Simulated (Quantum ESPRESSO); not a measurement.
# WSi2N4, 1 layer: a series in biaxial strain, part 2 of 7

What law, if any, do the results for WSi2N4, 1 layer follow against biaxial strain?

Quantum ESPRESSO 7.5; plane-wave DFT, PBE, GBRV ultrasoft pseudopotentials.

So far. Step 2 (Relaxing cell and ions of the reference):  The last row is no step: it is a fresh SCF in the final cell with a new plane-wave basis, +1 meV from the row before.

**3. Relaxing the ions, -4 %**

m0.relax.in

```
&control
  prefix = 'm0.relax'
  outdir = './out'
  pseudo_dir = './pseudo'
  nstep = 40
  forc_conv_thr = 0.0003
  calculation = 'relax'
  tstress = .true.
/
&system
  ibrav = 0
  nat = 7
  ntyp = 3
  ecutwfc = 50
  ecutrho = 250
  occupations = 'smearing'
  smearing = 'fd'
  degauss = 0.002
/
&electrons
  conv_thr = 1e-09
  mixing_beta = 0.4
  electron_maxstep = 120
  mixing_mode = 'plain'
/
&ions
/
ATOMIC_SPECIES
  N   14.0070  n_pbe_v1.2.uspp.F.UPF
  Si  28.0850  si_pbe_v1.uspp.F.UPF
  W   183.8400  w_pbe_v1.2.uspp.F.UPF
CELL_PARAMETERS angstrom
  2.78946661248000 0.00000000000000 0.00000000000000
  -1.39473330624000 2.41574894976000 0.00000000000000
  0.00000000000000 0.00000000000000 22.10102208300000
ATOMIC_POSITIONS crystal
  N   0.000000000000 0.000000000000 0.339498739000
  Si  0.333333333300 0.666666666700 0.362981816700
  N   0.333333333300 0.666666666700 0.442585811300
  W   0.000000000000 0.000000000000 0.500000000000
  N   0.333333333300 0.666666666700 0.557414188700
  Si  0.333333333300 0.666666666700 0.637018183300
  N   0.000000000000 0.000000000000 0.660501261000
K_POINTS automatic
  12 12 1 0 0 0
```

The run is started by

```
$ OMP_NUM_THREADS=1 mpirun -n 4 pw.x -nk 4 -in m0.relax.in > m0.relax.out
```

Log:

```text
[banner, memory and clock lines left out]
Program PWSCF v.7.5 starts
[citation notice left out]

[...]
Message from routine setup:
[...]
bravais-lattice index     =            0
     lattice parameter (alat)  =       5.2713  a.u.
     unit-cell volume          =    1005.0367 (a.u.)^3
     number of atoms/cell      =            7
     number of atomic types    =            3
     number of electrons       =        42.00
     number of Kohn-Sham states=           25
     kinetic-energy cutoff     =      50.0000  Ry
     charge density cutoff     =     250.0000  Ry
     scf convergence threshold =      1.0E-09
     mixing beta               =       0.4000
     number of iterations used =            8  plain     mixing
     energy convergence thresh.=      1.0E-04
     force convergence thresh. =      3.0E-04
     Exchange-correlation= SLA  PW   PBE  PBE
                           (   1   4   3   4   0   0   0)
     nstep                     =           40

[...]
PseudoPot. # 1 for N  read from file:
     ./pseudo/n_pbe_v1.2.uspp.F.UPF
     Pseudo is Ultrasoft + core correction, Zval =  5.0
     Generated by new atomic code, or converted to UPF format
     Using radial grid of  729 points,  4 beta functions with:
                l(1) =   0
                l(2) =   0
                l(3) =   1
                l(4) =   1
     Q(r) pseudized with  8 coefficients,  rinner =    0.900   0.900   0.900

     PseudoPot. # 2 for Si read from file:
     ./pseudo/si_pbe_v1.uspp.F.UPF
     Pseudo is Ultrasoft + core correction, Zval =  4.0
     Generated by new atomic code, or converted to UPF format
     Using radial grid of  899 points,  6 beta functions with:
                l(1) =   0
                l(2) =   0
                l(3) =   1
                l(4) =   1
                l(5) =   2
                l(6) =   2
     Q(r) pseudized with  8 coefficients,  rinner =    0.900   0.900   0.900
                                                       0.900   0.900

     PseudoPot. # 3 for W  read from file:
     ./pseudo/w_pbe_v1.2.uspp.F.UPF
     Pseudo is Ultrasoft + core correction, Zval = 14.0
     Generated by new atomic code, or converted to UPF format
     Using radial grid of  923 points,  8 beta functions with:
                l(1) =   0
                l(2) =   0
                l(3) =   0
                l(4) =   1
                l(5) =   1
                l(6) =   2
                l(7) =   2
                l(8) =   3
     Q(r) pseudized with  6 coefficients,  rinner =    1.350   1.350   1.350
                                                       1.350   1.350   1.350
                                                       1.350

     atomic species   valence    mass     pseudopotential
     N                 5.00    14.00700     N ( 1.00)
     Si                4.00    28.08500     Si( 1.00)
     W                14.00   183.84000     W ( 1.00)

     12 Sym. Ops. (no inversion) found

[...]
number of k points=    19  Fermi-Dirac smearing, width (Ry)=  0.0020
[...]
Dense  grid:    67009 G-vectors     FFT dimensions: (  27,  27, 216)

     Smooth grid:    47967 G-vectors     FFT dimensions: (  24,  24, 192)

     Check: negative core charge=   -0.000001

     Initial potential from superposition of free atoms

     starting charge      41.8983, renormalised to      42.0000

     negative rho (up, down):  6.078E-02 0.000E+00
     Starting wfcs are   37 randomized atomic wfcs

     per-process dynamical memory:    75.4 Mb

     Self-consistent Calculation

     iteration #  1     ecut=    50.00 Ry     beta= 0.40
     Davidson diagonalization with overlap
     ethr =  1.00E-02,  avg # of iterations =  3.1

     negative rho (up, down):  6.166E-02 0.000E+00

     total energy              =    -258.90146139 Ry
     estimated scf accuracy    <       1.91626963 Ry

     iteration #  2     ecut=    50.00 Ry     beta= 0.40
[...]
negative rho (up, down):  6.328E-02 0.000E+00

[...]
total energy              =    -259.26247717 Ry
     estimated scf accuracy    <       0.19950111 Ry

     iteration #  3     ecut=    50.00 Ry     beta= 0.40
[...]
negative rho (up, down):  6.368E-02 0.000E+00

[...]
total energy              =    -259.30527019 Ry
     estimated scf accuracy    <       0.09778737 Ry

     iteration #  4     ecut=    50.00 Ry     beta= 0.40
[...]
negative rho (up, down):  6.449E-02 0.000E+00

[...]
total energy              =    -259.31896962 Ry
     estimated scf accuracy    <       0.01039994 Ry

     iteration #  5     ecut=    50.00 Ry     beta= 0.40
[...]
negative rho (up, down):  6.500E-02 0.000E+00

[...]
total energy              =    -259.31987331 Ry
     estimated scf accuracy    <       0.00235630 Ry

     iteration #  6     ecut=    50.00 Ry     beta= 0.40
[...]
negative rho (up, down):  6.509E-02 0.000E+00

[...]
total energy              =    -259.31998411 Ry
     estimated scf accuracy    <       0.00025008 Ry

[...]
iteration #  9     ecut=    50.00 Ry     beta= 0.40
[...]
negative rho (up, down):  6.507E-02 0.000E+00

[...]
total energy              =    -259.32006563 Ry
     estimated scf accuracy    <       0.00000172 Ry

     iteration # 10     ecut=    50.00 Ry     beta= 0.40
[...]
negative rho (up, down):  6.506E-02 0.000E+00

[...]
total energy              =    -259.32006584 Ry
     estimated scf accuracy    <       0.00000012 Ry

     iteration # 11     ecut=    50.00 Ry     beta= 0.40
[...]
negative rho (up, down):  6.506E-02 0.000E+00

[...]
total energy              =    -259.32006589 Ry
     estimated scf accuracy    <       0.00000004 Ry

     iteration # 12     ecut=    50.00 Ry     beta= 0.40
[...]
negative rho (up, down):  6.506E-02 0.000E+00

[...]
End of self-consistent calculation

          k = 0.0000 0.0000 0.0000 (  5945 PWs)   bands (ev):

   -70.5413 -34.9525 -34.3614 -34.3614 -16.4862 -16.3892 -13.7341 -11.8572
    -6.3206  -3.4046  -1.4591  -0.8995  -0.8995  -0.8290  -0.8290  -0.5870
[...]
new trust radius        =       0.0452314059 bohr
     new conv_thr            =       0.0000000010 Ry

ATOMIC_POSITIONS (crystal)
N                0.0000000000        0.0000000000        0.3386264483
Si               0.3333333333        0.6666666667        0.3639202797
N                0.3333333333        0.6666666667        0.4415028103
W                0.0000000000        0.0000000000        0.5000000000
N                0.3333333333        0.6666666667        0.5584971897
Si               0.3333333333        0.6666666667        0.6360797203
N                0.0000000000        0.0000000000        0.6613735517

[...]
NEW-OLD atomic charge density approx. for the potential

     Check: negative core charge=   -0.000001

     negative rho (up, down):  6.517E-02 0.000E+00

     per-process dynamical memory:    84.9 Mb

[...]
!    total energy              =    -259.32316511 Ry
[...]
Total force =     0.056886     Total SCF correction =     0.000072
[...]
number of bfgs steps    =   1
[...]
energy             new  =    -259.3231651110 Ry
[...]
new trust radius        =       0.0190935116 bohr
[...]
!    total energy              =    -259.32445141 Ry
[...]
Total force =     0.022857     Total SCF correction =     0.000008
[...]
number of bfgs steps    =   2
[...]
energy             new  =    -259.3244514104 Ry
[...]
new trust radius        =       0.0253505474 bohr
[...]
!    total energy              =    -259.32526781 Ry
[...]
Total force =     0.019980     Total SCF correction =     0.000002
[...]
number of bfgs steps    =   3
[...]
energy             new  =    -259.3252678107 Ry
[...]
new trust radius        =       0.0278856022 bohr
[...]
!    total energy              =    -259.32591342 Ry
[...]
Total force =     0.017934     Total SCF correction =     0.000014
[...]
number of bfgs steps    =   4
[...]
energy             new  =    -259.3259134157 Ry
[...]
new trust radius        =       0.0418284032 bohr
[...]
!    total energy              =    -259.32644678 Ry
[...]
Total force =     0.009338     Total SCF correction =     0.000015
[...]
number of bfgs steps    =   5
[...]
energy             new  =    -259.3264467806 Ry
[...]
new trust radius        =       0.0093483244 bohr
[...]
!    total energy              =    -259.32649490 Ry
[...]
Total force =     0.003187     Total SCF correction =     0.000009
[...]
number of bfgs steps    =   6
[...]
energy             new  =    -259.3264948979 Ry
[...]
new trust radius        =       0.0017066044 bohr
[...]
!    total energy              =    -259.32649914 Ry
[...]
Total force =     0.000624     Total SCF correction =     0.000004
[...]
number of bfgs steps    =   7
[...]
energy             new  =    -259.3264991375 Ry
[...]
new trust radius        =       0.0007921015 bohr
[...]
Self-consistent Calculation

     iteration #  1     ecut=    50.00 Ry     beta= 0.40
     Davidson diagonalization with overlap
     ethr =  1.00E-06,  avg # of iterations =  2.0

     Threshold (ethr) on eigenvalues was too large:
     Diagonalizing with lowered threshold

     Davidson diagonalization with overlap
     ethr =  8.12E-10,  avg # of iterations =  2.7

     negative rho (up, down):  6.511E-02 0.000E+00

     total energy              =    -259.32649932 Ry
     estimated scf accuracy    <       0.00000043 Ry

[...]
iteration #  8     ecut=    50.00 Ry     beta= 0.40
[...]
negative rho (up, down):  6.511E-02 0.000E+00

[...]
End of self-consistent calculation

          k = 0.0000 0.0000 0.0000 (  5945 PWs)   bands (ev):

   -71.0310 -35.4063 -34.8242 -34.8242 -16.4671 -16.3565 -13.9451 -12.2464
    -6.5815  -3.6486  -1.5984  -0.8955  -0.8955  -0.6401  -0.6401  -0.5445
    -0.5445   0.1880   0.8522   0.8522   2.5805   6.1225   6.1225   7.1938
     7.1938

          k = 0.0000 0.0962 0.0000 (  5937 PWs)   bands (ev):

   -71.0242 -35.3898 -34.9127 -34.8433 -16.3377 -16.2337 -13.8073 -12.2237
    -6.4151  -3.6679  -1.6218  -1.2366  -1.1760  -0.9942  -0.8729  -0.7726
    -0.5255   0.1057   0.6771   0.8292   2.5300   5.8897   6.1256   7.0057
     7.4088

[...]
the Fermi energy is     4.1267 ev

!    total energy              =    -259.32649941 Ry
     estimated scf accuracy    <          1.1E-12 Ry
     smearing contrib. (-TS)   =       0.00000000 Ry
     internal energy E=F+TS    =    -259.32649941 Ry

     The total energy is F=E-TS. E is the sum of the following terms:
     one-electron contribution =   -2606.39781229 Ry
     hartree contribution      =    1313.17603217 Ry
     xc contribution           =     -72.44300773 Ry
     ewald contribution        =    1106.33828843 Ry

     convergence has been achieved in   8 iterations

     negative rho (up, down):  6.511E-02 0.000E+00

     Forces acting on atoms (cartesian axes, Ry/au):

     atom    1 type  1   force =     0.00000000    0.00000000    0.00001780
     atom    2 type  2   force =     0.00000000    0.00000000    0.00000381
     atom    3 type  1   force =     0.00000000    0.00000000    0.00000404
     atom    4 type  3   force =     0.00000000    0.00000000    0.00000000
     atom    5 type  1   force =     0.00000000   -0.00000000   -0.00000404
     atom    6 type  2   force =     0.00000000    0.00000000   -0.00000381
     atom    7 type  1   force =     0.00000000    0.00000000   -0.00001780

     Total force =     0.000026     Total SCF correction =     0.000003
     SCF correction compared to forces is large: reduce conv_thr to get better values

     Computing stress (Cartesian axis) and pressure

     negative rho (up, down):  6.511E-02 0.000E+00
          total   stress  (Ry/bohr**3)                   (kbar)     P=      101.76
   0.00104259   0.00000000   0.00000000          153.37        0.00        0.00
   0.00000000   0.00104259   0.00000000            0.00      153.37        0.00
   0.00000000  -0.00000000  -0.00000994            0.00       -0.00       -1.46

     Energy error            =      2.8E-07 Ry
     Gradient error          =      1.8E-05 Ry/Bohr

     bfgs converged in   9 scf cycles and   8 bfgs steps
     (criteria: energy <  1.0E-04 Ry, force <  3.0E-04 Ry/Bohr)

     End of BFGS Geometry Optimization

     Final energy             =    -259.3264994136 Ry

     File ./out/m0.relax.bfgs deleted, as requested
Begin final coordinates

ATOMIC_POSITIONS (crystal)
N               -0.0000000000       -0.0000000000        0.3359121347
Si               0.3333333333        0.6666666667        0.3617191577
N                0.3333333333        0.6666666667        0.4409440610
W               -0.0000000000       -0.0000000000        0.5000000000
N                0.3333333333        0.6666666667        0.5590559390
Si               0.3333333333        0.6666666667        0.6382808423
N               -0.0000000000        0.0000000000        0.6640878653
End final coordinates

[...]
```

The job ended after 2.5 min (4 MPI ranks of Intel Xeon Platinum 8375C at 2.90GHz (Ice Lake), shared host; peak memory 0.85 GiB).

Relaxation path:

```tsv
step	energy less that of the first step (eV)	largest force (eV/Å)
1	0.0000	1.1629
2	-0.0422	0.8102
3	-0.0597	0.3150
4	-0.0708	0.2578
5	-0.0796	0.2869
6	-0.0868	0.1627
7	-0.0875	0.0534
8	-0.0875	0.0095
9	-0.0875	0.0005
```

The atoms that moved most (Å):

```tsv
atom	dx	dy	dz	length
N1	0.000	0.000	-0.079	0.079
N7	0.000	0.000	0.079	0.079
N3	0.000	0.000	-0.036	0.036
N5	0.000	0.000	0.036	0.036
Si6	0.000	0.000	0.028	0.028
Si2	0.000	0.000	-0.028	0.028
```

The relaxation lowers the energy by 13 meV an atom.

Numbers from this step:

- free energy: -3528.3168 eV
- Fermi energy: 4.127 eV

[end of part 2 of 7]

[Logs are printed without paths, hosts, clocks, repeated set-up lines and the standing remarks that a program may print on its own settings, such as how far it seeks lower states.]

[Hosts, paths, dates, database ids (printed as entryN), source tags and the programs' standing remarks are cut or masked in the printed files.]

[Maps of the electrostatic potential energy from Ansatz leave out the sawtooth potential of an applied field or a dipole correction, so their vacuum need not be flat; planar profiles and work functions include it.]
